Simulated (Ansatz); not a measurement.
# YbAg (Pm-3m): from the cell to its phonons

Aim: the vibrations of YbAg (Pm-3m), their spectra, and whether the structure is stable.

Method: DFT PBEsol, scalar-relativistic, plane waves, PAW, in Ansatz 0.2.0.

## 1. Set-up

Symmetry: Pm-3m, No. 221, cubic system. Conventional cell: a = 3.679 Å, b = 3.679 Å, c = 3.679 Å, α = 90.00°, β = 90.00°, γ = 90.00°. Yb has 8 Ag at 3.19 Å nearest. Ag has 8 Yb at 3.19 Å nearest. Farther neighbours are not listed.

## 2. Relaxation

The cell and atoms are relaxed, since residual forces and stress would shift the frequencies.

Input file input.yaml:

```yaml
crystal:
  lattice:
    - [3.6787, 0.0, 0.0]
    - [0.0, 3.6787, 0.0]
    - [0.0, 0.0, 3.6787]
  atoms:
    - { symbol: Yb, position: [0.5, 0.5, 0.5] }
    - { symbol: Ag, position: [0.0, 0.0, 0.0] }
kpoints:
  mp_grid: { grid: [12, 12, 12] }
hamiltonian:
  xc: pbesol
scf:
  occupations: { method: gaussian, width: 0.1 }
output:
  forces: true
  stress: true
  eigenvalues: true
  write_density: true
  write_potential: true
  elf: true
  volumetric_format: npy
relax:
  adjacent_minimum: "off"
  f_tol: 0.005
  max_steps: 80
  cell: { stress_tol: 0.05 }
```

Launch:

```
$ ansatz run input.yaml --threads 4 --pin off --max-ram 14336MiB --backend cpu --events-out ev --progress --plain --runs-dir out
```

Numbers of over 12 decimals in the logs are rounded to 6 here.

The program printed:

```text
Engine: ansatz 0.2.0, x86_64-unknown-linux-gnu
Pseudopotentials: kind: paw
Pseudopotential: Yb, paw, valence charge 24, recommended cutoff 420 eV (normal), Yb.paw.azcp
Pseudopotential: Ag, paw, valence charge 19, recommended cutoff 420 eV (normal), Ag.paw.azcp
Functional definition: PBEsol
  exchange = pbesol_x
  correlation = pbesol_c
Crystal: 2 atoms, lattice volume = 49.783 Å³
Basis set: ecut = 420 eV, 949 PW (Γ), exchange–correlation on 50×50×50 points (8 copies of the dense FFT grid, shifted against one another)
Bands: 26, of which v1, the nominal top of the filled ones, is band 22 counted from 1 (21 counted from 0)
Symmetry: 48 space group operations
Space group: Pm-3m (ITA 221), of the structure as read, at distance tolerance 3.7e-5 Å
k-points: 84 of 1728
Non-local potential: Yb, projectors of the file, l = 0: 3, l = 1: 2, l = 2: 2, l = 3: 3
Non-local potential: Ag, projectors of the file, l = 0: 3, l = 1: 2, l = 2: 2, l = 3: 1
PAW form: soft (Blöchl's): semilocal exchange-correlation on the pseudo side does not see the compensation charge
PAW frozen core: Yb, regenerated for the run's functional, and the local potential with it (the file was generated under x = pbe(κ = 0.804, μ = 0.219515), c = pbe(β = 0.066725))
PAW frozen core: Ag, regenerated for the run's functional, and the local potential with it (the file was generated under x = pbe(κ = 0.804, μ = 0.219515), c = pbe(β = 0.066725))
PAW one-centre angular grid: Yb, 590 points (default); XC on 64 Gauss nodes
PAW one-centre angular grid: Ag, 590 points (default); XC on 64 Gauss nodes
Initial density: superposition of atomic densities (neutral atoms: chi_scale 0, normalization atom), corrected by the library's trained network
Initial wavefunctions: pseudopotential atomic-orbital guess
Functional: x = pbesol(κ = 0.804, μ = 0.123457), c = pbesol(β = 0.046)
SCF iter   1: F=—  HF=-21199.354850 eV  |F-HF|=—  |Δ(HF+E_count)|=         —  Δρ=1.09e-2  dr2=6.37e-2  ethr=1.77e-3  ⟨swp⟩=5.4  Hψ=10012  notcnv=0
preconditioner: auto → Kerker (q_TF=auto, 2.662 Å⁻¹)  [metal: Δε(μ)=0.032 eV  Ē_g=8.994 eV  σ=0.100 eV  W_gap=0.18  n_scr=18 (ndim 8)  ℏωp=30.2 eV  f_vac=0.000  D(μ)=1.99/eV (n_scr^D=18)]
SCF iter   2: F=—  HF=-21199.346168 eV  |F-HF|=—  |Δ(HF+E_count)|=   8.68e-3  Δρ=4.05e-3  dr2=1.01e-2  ethr=1.48e-4  ⟨swp⟩=1.8  Hψ=3312  notcnv=0
SCF iter   3: F=—  HF=-21199.344447 eV  |F-HF|=—  |Δ(HF+E_count)|=   1.72e-3  Δρ=9.19e-4  dr2=7.57e-4  ethr=2.36e-5  ⟨swp⟩=2.1  Hψ=2977  notcnv=0  defer=6
SCF iter   4: F=—  HF=-21199.344326 eV  |F-HF|=—  |Δ(HF+E_count)|=   1.20e-4  Δρ=3.15e-4  dr2=4.43e-5  ethr=1.76e-6  ⟨swp⟩=2.0  Hψ=3253  notcnv=0  defer=6
SCF iter   5: F=—  HF=-21199.344324 eV  |F-HF|=—  |Δ(HF+E_count)|=   2.56e-6  Δρ=1.54e-4  dr2=1.29e-5  ethr=1.03e-7  ⟨swp⟩=2.0  Hψ=3314  notcnv=0  defer=6
SCF iter   6: F=—  HF=-21199.344324 eV  |F-HF|=—  |Δ(HF+E_count)|=   3.24e-7  Δρ=3.84e-5  dr2=8.61e-7  ethr=3.01e-8  ⟨swp⟩=2.0  Hψ=3870  notcnv=0  defer=6
SCF iter   7: F=—  HF=-21199.344324 eV  |F-HF|=—  |Δ(HF+E_count)|=   7.99e-8  Δρ=1.70e-5  dr2=1.90e-7  ethr=2.33e-10  ⟨swp⟩=12.9  Hψ=22246  notcnv=0
SCF iter   8: F=-21199.344324 eV  HF=-21199.344324 eV  |F-HF|=7.10e-9  |Δ(HF+E_count)|=   2.65e-8  Δρ=3.57e-6  dr2=6.64e-9  ethr=2.33e-10  ⟨swp⟩=8.9  Hψ=15651  notcnv=0
SCF 1 converged in 8 iterations: F = -21199.344324 eV  dr2 = 6.64e-9
  greatest PAW one-centre occupation: 1.001 electrons in one spin orbital (limit 2), on the Ag atom at site 1 (counted from 0), in its partial waves of l = 0
relax step   1: F+E_penalty+E_count = -21199.34432409 eV  Δ(F+E_penalty+E_count) = +0.000e0 eV  max|allowed force component| = 3.175e-29 eV/Å  Δτ_max = 0.0000 Å  P = -3.813 GPa  Ω = 49.783 Å³  (8 SCF iters, dr2 threshold 1.00e-7 eV, accepted)
Crystal: 2 atoms, lattice volume = 45.561 Å³
Basis set: ecut = 420 eV, 895 PW (Γ), exchange–correlation on 50×50×50 points (8 copies of the dense FFT grid, shifted against one another)
Initial density: handed on by an earlier stage of this run
Initial wavefunctions: those handed on with the density
iter 1 solved again at ethr=3.11e-4 eV; its pass at ethr=3.10e-3 eV (dr2=1.34e-1 eV) is discarded
SCF iter   1: F=—  HF=-21199.425817 eV  |F-HF|=—  |Δ(HF+E_count)|=         —  Δρ=1.82e-2  dr2=1.35e-1  ethr=3.11e-4  ⟨swp⟩=2.0  Hψ=13383  notcnv=0
preconditioner: auto → Kerker (q_TF=auto, 2.702 Å⁻¹)  [metal: Δε(μ)=0.023 eV  Ē_g=9.121 eV  σ=0.100 eV  W_gap=0.13  n_scr=18 (ndim 8)  ℏωp=31.6 eV  f_vac=0.000  D(μ)=2.89/eV (n_scr^D=26)]
SCF iter   2: F=—  HF=-21199.402829 eV  |F-HF|=—  |Δ(HF+E_count)|=   2.30e-2  Δρ=8.90e-3  dr2=3.29e-2  ethr=3.11e-4  ⟨swp⟩=1.8  Hψ=2880  notcnv=0
SCF iter   3: F=—  HF=-21199.398109 eV  |F-HF|=—  |Δ(HF+E_count)|=   4.72e-3  Δρ=1.99e-3  dr2=1.00e-3  ethr=7.64e-5  ⟨swp⟩=2.2  Hψ=3431  notcnv=0
SCF iter   4: F=—  HF=-21199.397917 eV  |F-HF|=—  |Δ(HF+E_count)|=   1.93e-4  Δρ=1.40e-3  dr2=7.86e-4  ethr=2.34e-6  ⟨swp⟩=2.5  Hψ=4333  notcnv=0  defer=1
SCF iter   5: F=—  HF=-21199.397807 eV  |F-HF|=—  |Δ(HF+E_count)|=   1.10e-4  Δρ=3.36e-4  dr2=6.05e-5  ethr=1.83e-6  ⟨swp⟩=2.0  Hψ=2965  notcnv=0  defer=2
SCF iter   6: F=—  HF=-21199.397800 eV  |F-HF|=—  |Δ(HF+E_count)|=   6.31e-6  Δρ=3.66e-4  dr2=5.97e-5  ethr=1.41e-7  ⟨swp⟩=2.0  Hψ=3945  notcnv=0  defer=2
SCF iter   7: F=—  HF=-21199.397786 eV  |F-HF|=—  |Δ(HF+E_count)|=   1.46e-5  Δρ=1.22e-4  dr2=7.56e-6  ethr=1.39e-7  ⟨swp⟩=3.0  Hψ=4328  notcnv=0  defer=2
SCF iter   8: F=-21199.397784 eV  HF=-21199.397784 eV  |F-HF|=1.78e-7  |Δ(HF+E_count)|=   1.34e-6  Δρ=2.01e-5  dr2=1.56e-7  ethr=4.65e-10  ⟨swp⟩=11.9  Hψ=21160  notcnv=0
SCF 2 converged in 8 iterations: F = -21199.397784 eV  dr2 = 1.56e-7
  Residual-converged pass: ⟨swp⟩=1.0  Hψ=2522  notcnv=0  max |occ|·‖R‖ = 7.0e-9 eV (tolerance 1.0e-8 eV)  dr2=1.56e-7  dr2_onsite=1.66e-7  max |Δocc| = 3.1e-11
relax step   2: F+E_penalty+E_count = -21199.39778411 eV  Δ(F+E_penalty+E_count) = -5.346e-2 eV  max|allowed force component| = 8.415e-29 eV/Å  Δτ_max = 0.0000 Å  P = +0.222 GPa  Ω = 45.561 Å³  energy of the carried Pulay correction = +1.233e-3 eV  (8 SCF iters, dr2 threshold 2.00e-7 eV, accepted)
Crystal: 2 atoms, lattice volume = 45.774 Å³
iter 1 solved again at ethr=8.22e-7 eV; its pass at ethr=3.10e-3 eV (dr2=3.53e-4 eV) is discarded
SCF iter   1: F=—  HF=-21199.397927 eV  |F-HF|=—  |Δ(HF+E_count)|=         —  Δρ=9.73e-4  dr2=3.97e-4  ethr=8.22e-7  ⟨swp⟩=2.4  Hψ=10844  notcnv=0
preconditioner: auto → Kerker (q_TF=auto, 2.700 Å⁻¹)  [metal: Δε(μ)=0.045 eV  Ē_g=9.244 eV  σ=0.100 eV  W_gap=0.24  n_scr=18 (ndim 8)  ℏωp=31.5 eV  f_vac=0.000  D(μ)=2.38/eV (n_scr^D=26)]
SCF iter   2: F=—  HF=-21199.397863 eV  |F-HF|=—  |Δ(HF+E_count)|=   6.39e-5  Δρ=4.46e-4  dr2=8.62e-5  ethr=8.22e-7  ⟨swp⟩=2.0  Hψ=2544  notcnv=0
SCF iter   3: F=—  HF=-21199.397839 eV  |F-HF|=—  |Δ(HF+E_count)|=   2.38e-5  Δρ=9.57e-5  dr2=3.10e-6  ethr=2.00e-7  ⟨swp⟩=2.6  Hψ=3617  notcnv=0
SCF iter   4: F=—  HF=-21199.397838 eV  |F-HF|=—  |Δ(HF+E_count)|=   8.62e-7  Δρ=3.91e-5  dr2=7.73e-7  ethr=7.22e-9  ⟨swp⟩=2.0  Hψ=3989  notcnv=0
iter 5 did not close the SCF: its close was put off for the readings that it lacked (scf_convergence_deferred on its scf_iter line)
SCF iter   5: F=-21199.397838 eV  HF=-21199.397838 eV  |F-HF|=3.98e-8  |Δ(HF+E_count)|=   1.28e-7  Δρ=1.32e-5  dr2=6.96e-8  ethr=1.80e-9  ⟨swp⟩=2.2  Hψ=3625  notcnv=0
SCF iter   6: F=-21199.397838 eV  HF=-21199.397838 eV  |F-HF|=2.82e-8  |Δ(HF+E_count)|=   1.47e-8  Δρ=4.45e-6  dr2=1.36e-8  ethr=1.62e-10  ⟨swp⟩=8.3  Hψ=17543  notcnv=0
SCF 3 converged in 6 iterations: F = -21199.397838 eV  dr2 = 1.36e-8
relax step   3: F+E_penalty+E_count = -21199.39783826 eV  Δ(F+E_penalty+E_count) = -5.415e-5 eV  max|allowed force component| = 6.337e-29 eV/Å  Δτ_max = 0.0000 Å  P = -0.041 GPa  Ω = 45.774 Å³  energy of the carried Pulay correction = +1.168e-3 eV  (6 SCF iters, dr2 threshold 1.23e-7 eV, accepted)
[...]
relax step   4: F+E_penalty+E_count = -21199.39677005 eV  Δ(F+E_penalty+E_count) = +1.068e-3 eV  max|allowed force component| = 1.279e-29 eV/Å  Δτ_max = 0.0000 Å  P = -0.052 GPa  Ω = 45.774 Å³  stress off target by 5.15e-2 GPa  SCF on the basis re-selected at this cell (its energy is not comparable with the rows above)  (6 SCF iters)
[...]
relax step   5: F+E_penalty+E_count = -21199.39678874 eV  Δ(F+E_penalty+E_count) = -1.869e-5 eV  max|allowed force component| = 5.719e-30 eV/Å  Δτ_max = 0.0000 Å  P = -0.001 GPa  Ω = 45.732 Å³  energy of the carried Pulay correction = +1.184e-5 eV  (6 SCF iters, dr2 threshold 6.63e-9 eV, accepted)
iter 1 solved again at ethr=4.79e-10 eV; its pass at ethr=3.10e-3 eV (dr2=2.06e-7 eV) is discarded
SCF iter   1: F=—  HF=-21199.396827 eV  |F-HF|=—  |Δ(HF+E_count)|=         —  Δρ=1.95e-6  dr2=1.84e-9  ethr=4.79e-10  ⟨swp⟩=6.0  Hψ=21622  notcnv=0
preconditioner: auto → Kerker (q_TF=auto, 2.700 Å⁻¹)  [metal: Δε(μ)=0.043 eV  Ē_g=9.239 eV  σ=0.100 eV  W_gap=0.23  n_scr=18 (ndim 8)  ℏωp=31.5 eV  f_vac=0.000  D(μ)=2.40/eV (n_scr^D=26)]
SCF iter   2: F=—  HF=-21199.396777 eV  |F-HF|=—  |Δ(HF+E_count)|=   5.07e-5  Δρ=1.24e-6  dr2=4.32e-10  ethr=4.27e-12  ⟨swp⟩=3.0  Hψ=4687  notcnv=0
SCF iter   3: F=—  HF=-21199.396777 eV  |F-HF|=—  |Δ(HF+E_count)|=  2.11e-10  Δρ=5.28e-7  dr2=1.10e-10  ethr=1.00e-12  ⟨swp⟩=2.0  Hψ=3693  notcnv=0
SCF iter   4: F=—  HF=-21199.396777 eV  |F-HF|=—  |Δ(HF+E_count)|=  2.18e-11  Δρ=1.24e-7  dr2=8.28e-12  ethr=1.00e-12  ⟨swp⟩=1.1  Hψ=2273  notcnv=0
iter 5 did not close the SCF: its close was put off for the readings that it lacked (scf_convergence_deferred on its scf_iter line)
SCF iter   5: F=-21199.396777 eV  HF=-21199.396777 eV  |F-HF|=0.00e0  |Δ(HF+E_count)|=    0.00e0  Δρ=6.24e-8  dr2=2.09e-12  ethr=1.00e-12  ⟨swp⟩=1.0  Hψ=2188  notcnv=0
iter 6 did not close the SCF: its close was put off for the readings that it lacked (scf_convergence_deferred on its scf_iter line)
SCF iter   6: F=-21199.396777 eV  HF=-21199.396777 eV  |F-HF|=3.64e-12  |Δ(HF+E_count)|=    0.00e0  Δρ=2.38e-8  dr2=5.34e-13  ethr=1.00e-12  ⟨swp⟩=1.1  Hψ=2194  notcnv=0
iter 7 did not close the SCF: its close was put off for the readings that it lacked (scf_convergence_deferred on its scf_iter line)
SCF iter   7: F=-21199.396777 eV  HF=-21199.396777 eV  |F-HF|=0.00e0  |Δ(HF+E_count)|=    0.00e0  Δρ=8.92e-9  dr2=2.42e-14  ethr=1.00e-12  ⟨swp⟩=1.2  Hψ=2208  notcnv=0
iter 8 did not close the SCF: its close was put off for the readings that it lacked (scf_convergence_deferred on its scf_iter line)
SCF iter   8: F=-21199.396777 eV  HF=-21199.396777 eV  |F-HF|=3.64e-12  |Δ(HF+E_count)|=  3.64e-12  Δρ=3.73e-9  dr2=1.91e-15  ethr=1.00e-12  ⟨swp⟩=1.2  Hψ=2201  notcnv=0
SCF iter   9: F=-21199.396777 eV  HF=-21199.396777 eV  |F-HF|=3.64e-12  |Δ(HF+E_count)|=  3.64e-12  Δρ=2.22e-9  dr2=7.86e-16  ethr=1.00e-12  ⟨swp⟩=4.6  Hψ=9539  notcnv=0
SCF 6 converged in 9 iterations: F = -21199.396777 eV  dr2 = 7.86e-16
relax step   6: F+E_penalty+E_count = -21199.39677659 eV  Δ(F+E_penalty+E_count) = +1.216e-5 eV  max|allowed force component| = 8.809e-30 eV/Å  Δτ_max = 0.0000 Å  P = -0.001 GPa  Ω = 45.732 Å³  stress off target by 7.21e-4 GPa  SCF on the basis re-selected at this cell (its energy is not comparable with the rows above)  (9 SCF iters)
basis re-selected at this cell: Δ(F+E_penalty+E_count) = +1.216e-5 eV, ΔP = +0.000 GPa vs the last step (what re-selecting the basis moved, of the pressure what is left beyond the Pulay correction that the steps carried, after the strain that the cell walked since its last selection, with what the two solves' SCF thresholds leave and, on support functions, any second-order correction that the steps lacked; it is no m [...]
SCF converged after 9 iterations
Free energy (F): -21199.396777 eV
Harris-Foulkes:  -21199.396777 eV  (|F-HF|=3.64e-12)
Internal energy: -21199.384796 eV  (E = F + TS)
E sigma→0 (E₀):  -21199.390786 eV
Entropy (-TS):   -0.011981 eV (-5.990 meV/atom)
Fermi energy:    14.968469 eV
--- Per-component energies (eV) ---
  E_band       = -183.157869
  E_kinetic    = 885.957450
  E_local      = -7985.503981  (includes V_loc(G=0)·N_el)
  E_nonlocal   = 630.766619
  E_hartree    = 3508.543414
  E_xc         = -347.743577
  E_vxc        = -439.756193  (∫ρ·V_xc dr)
  E_paw        = -11067.861439  (= ΣΔE_a)
  E_vpaw       = -291.708884  (= ΣTr[D̂ρ^β])
  E_aug_tail   = 0.000293  (compensation charges beyond the density's cutoff)
  E_ewald      = -6824.995508
  E_core_change = 1.451933  (= ΣΔE_core)
  E_smearing   = -0.011981  (= −TS)
  E_closure    = 0.000000  (closes the sum)
  Σ components = -21199.396777   (vs F -21199.396777, Δ=0.00e0)
--- Forces (eV/Å), atoms counted from 1 ---
  atom   1  Yb    -0.00000000    -0.00000000    -0.00000000
  atom   2  Ag     0.00000000     0.00000000     0.00000000
  max |Σ_I F_I| component: 1.60e-29 eV/Å
--- Stress (GPa, compression-positive) ---
       -0.000721       0.000000      -0.000000
        0.000000      -0.000721      -0.000000
       -0.000000      -0.000000      -0.000721
  P = ⅓ Tr σ = -0.0007 GPa (-0.007 kbar)
--- Band table (eV; the first three rows and the last of 84) ---
  k-point 0: bands = [... 18 lower, 14.6344, 14.6344, 14.6775, 16.7702, 16.7702, 21.3017, 21.3017, 21.3017]
  k-point 1: bands = [... 18 lower, 14.6388, 14.6388, 14.6795, 16.7202, 16.7499, 20.3621, 20.3621, 20.9546]
  k-point 2: bands = [... 18 lower, 14.6516, 14.6516, 14.6850, 16.4395, 16.6932, 19.5111, 19.5111, 20.4560]
  k-point 83: bands = [... 18 lower, 14.6314, 14.6314, 14.6890, 14.6890, 14.6890, 17.7296, 21.6033, 21.6033]
--- Relaxed structure (4 steps of the walk, 4 accepted, 2 SCFs on fresh bases) ---
  F+E_penalty+E_count = -21199.39677659 eV   max|allowed force component| = 8.809e-30 eV/Å   (the final SCF, on the basis selected at the relaxed cell)
  cell:  # Å, volume = 45.7324 Å³
    - [3.576087, 0, 0]
    - [0, 3.576087, 0]
    - [0.0, 0, 3.576087]
  atoms:
    - { symbol: Yb, position: [0.5, 0.5, 0.5] }
    - { symbol: Ag, position: [0, 0, 0] }
```

It took 6 s on 4 threads of Intel Xeon 6975P-C (Granite Rapids), shared host; peak memory 0.51 GiB; 22 s of CPU time.

Step by step:

```
step  energy less that of the first step (eV)  largest force component (eV/Å)  pressure (GPa)  volume (Å³)
   1                                   0.0000                          0.0000           -3.81        49.78
   2                                  -0.0535                          0.0000            0.22        45.56
   3                                  -0.0535                          0.0000           -0.04        45.77
  4*                                  -0.0524                          0.0000           -0.05        45.77
   5                                  -0.0525                          0.0000            0.00        45.73
  6*                                  -0.0525                          0.0000            0.00        45.73
```

Relaxation steps marked * repeat the geometry before them on a plane-wave basis chosen anew for their cell, so energy and pressure can jump there.

Forces are held to the 48 operations that the run works with; a distortion that breaks them can't arise in this run.

| conventional cell, symmetrised | before | after | change |
| --- | --- | --- | --- |
| a (Å) | 3.679 | 3.576 | -2.8 % |
| b (Å) | 3.679 | 3.576 | -2.8 % |
| c (Å) | 3.679 | 3.576 | -2.8 % |
| volume (Å³/atom) | 24.89 | 22.87 | -8.1 % |

Final coordinates:

```cif
data_structure
_symmetry_space_group_name_H-M 'P 1'
_symmetry_Int_Tables_number 1
_cell_length_a 3.5761
_cell_length_b 3.5761
_cell_length_c 3.5761
_cell_angle_alpha 90.000
_cell_angle_beta 90.000
_cell_angle_gamma 90.000
_cell_volume 45.73
loop_
_atom_site_label
_atom_site_type_symbol
_atom_site_fract_x
_atom_site_fract_y
_atom_site_fract_z
_atom_site_occupancy
Yb1 Yb 0.50000 0.50000 0.50000 1
Ag2 Ag 0.00000 0.00000 0.00000 1
```

This step gave:

```
pressure          : -7.21e-4 GPa
volume per atom   : 22.87 Å³
gap on the k-mesh : 0 eV
```

Valence density in the ac plane at fractional y = 0.500, with atoms of Yb within 0.2 Å of it. It is the smooth field of the valence electrons, not physical close to the nuclei.

Values in e/Å³, 14 rows by 14 columns, each cell a mean:
```
 0  0  0  0  0  0  0  0  0  0  0  0  0  0
 0  0  0  0  0  0  0  0  0  0  0  0  0  0
 0  0  0  0  0  0  0  0  0  0  0  0  0  0
 0  0  0  0  0  1  2  2  2  1  0  0  0  0
 0  0  0  0  1  4  8 10  7  3  1  0  0  0
 0  0  0  1  2  9 19 25 17  7  2  0  0  0
 0  0  0  1  3 12 29 38 25 10  2  0  0  0
 0  0  0  1  3 10 22 29 19  8  2  0  0  0
 0  0  0  0  1  4 10 12  9  4  1  0  0  0
 0  0  0  0  1  1  3  3  2  1  0  0  0  0
 0  0  0  0  0  0  1  1  1  0  0  0  0  0
 0  0  0  0  0  0  0  0  0  0  0  0  0  0
 0  0  0  0  0  0  0  0  0  0  0  0  0  0
 0  0  0  0  0  0  0  0  0  0  0  0  0  0
```
Columns run along a (3.6 Å), rows up along c (3.6 Å). Atoms in or near the plane, at fractional coordinates: Yb at (0.50, 0.50).

Electrostatic potential energy in the ac plane at fractional y = 0.500, with atoms of Yb within 0.2 Å of it. With pseudopotentials it is smooth inside the atoms' cores, unlike the true potential.

Ten even steps from '0' (-46 eV) to '9' (18 eV), each cell a mean:
```
99999999999999
99999988999999
99998877789999
99987654568999
99985321246899
99874200025799
99863100014789
99874100025789
99975311236899
99987543457899
99998776788999
99999988899999
99999999999999
99999999999999
```
Columns run along a (3.6 Å; values clipped at the 3rd and 97th percentile), rows up along c (3.6 Å). Atoms in or near the plane, at fractional coordinates: Yb at (0.50, 0.50).

ELF in the ac plane at fractional y = 0.500, with atoms of Yb within 0.2 Å of it. It is the smooth field of the valence electrons, not physical close to the nuclei.

Ten even steps from '0' (0.06) to '9' (0.79), each cell a mean:
```
33321000001233
33210000000123
32100122210012
21002577641001
10015899984100
00037999996200
00038998997200
00037999997200
10026899985100
21003678752001
32100233310012
33210000000123
33321000001233
33332100012333
```
Columns run along a (3.6 Å), rows up along c (3.6 Å). Atoms in or near the plane, at fractional coordinates: Yb at (0.50, 0.50).

In this step the volume went from 24.89 to 22.87 Å³/atom.

## 3. Bringing the structure to rest

The relaxation is repeated from its end on the same settings, as a check that it has come to rest.

input.yaml, the sections that differ from step 2:

```yaml
crystal:
  lattice:
    - [3.5760866279, 0.0, 0.0]
    - [0.0, 3.5760866279, 0.0]
    - [0.0, 0.0, 3.5760866279]
  atoms:
    - { symbol: Yb, position: [0.5, 0.5, 0.5] }
    - { symbol: Ag, position: [0.0, 0.0, 0.0] }
output:
  forces: true
  stress: true
  eigenvalues: true
# kpoints, hamiltonian, scf, relax: as in step 2
```

The program printed:

```text
[...]
Crystal: 2 atoms, lattice volume = 45.732 Å³
Basis set: ecut = 420 eV, 895 PW (Γ), exchange–correlation on 48×48×48 points (8 copies of the dense FFT grid, shifted against one another)
Bands: 26, of which v1, the nominal top of the filled ones, is band 22 counted from 1 (21 counted from 0)
Symmetry: 48 space group operations
[...]
k-points: 84 of 1728
[...]
k-point 83: bands = [... 18 lower, 14.6314, 14.6314, 14.6890, 14.6890, 14.6890, 17.7296, 21.6033, 21.6033]
--- Relaxed structure (1 steps of the walk, 1 accepted, 1 SCFs on fresh bases) ---
[...]
cell:  # Å, volume = 45.7324 Å³
    - [3.5760866279, 0.0, 0.0]
    - [0.0, 3.5760866279, 0.0]
    - [0.0, 0.0, 3.5760866279]
  atoms:
    - { symbol: Yb, position: [0.5, 0.5, 0.5] }
    - { symbol: Ag, position: [0.0, 0.0, 0.0] }
[key lines of the parts left out:]
SCF converged after 6 iterations
Free energy (F): -21199.396777 eV
Fermi energy:    14.968469 eV
P = ⅓ Tr σ = -0.0007 GPa (-0.007 kbar)
```

Elapsed: 1.8 s, on 4 threads; peak memory 0.5 GiB; 5.9 s of CPU time.

Little changed from the start: no atom moved by 0.005 Å and no cell edge by 0.1 %.

Numbers from this step:

* pressure: -7.25e-4 GPa

In this step the volume went from 22.87 to 22.87 Å³/atom.

(Continued in part 2 of 3.)

[Logs are printed without paths, hosts, clocks, repeated set-up lines and the standing remarks that a program may print on its own settings, such as how far it seeks lower states.]

[Hosts, paths, dates, database ids (printed as entryN), source tags and the programs' standing remarks are cut or masked in the printed files.]
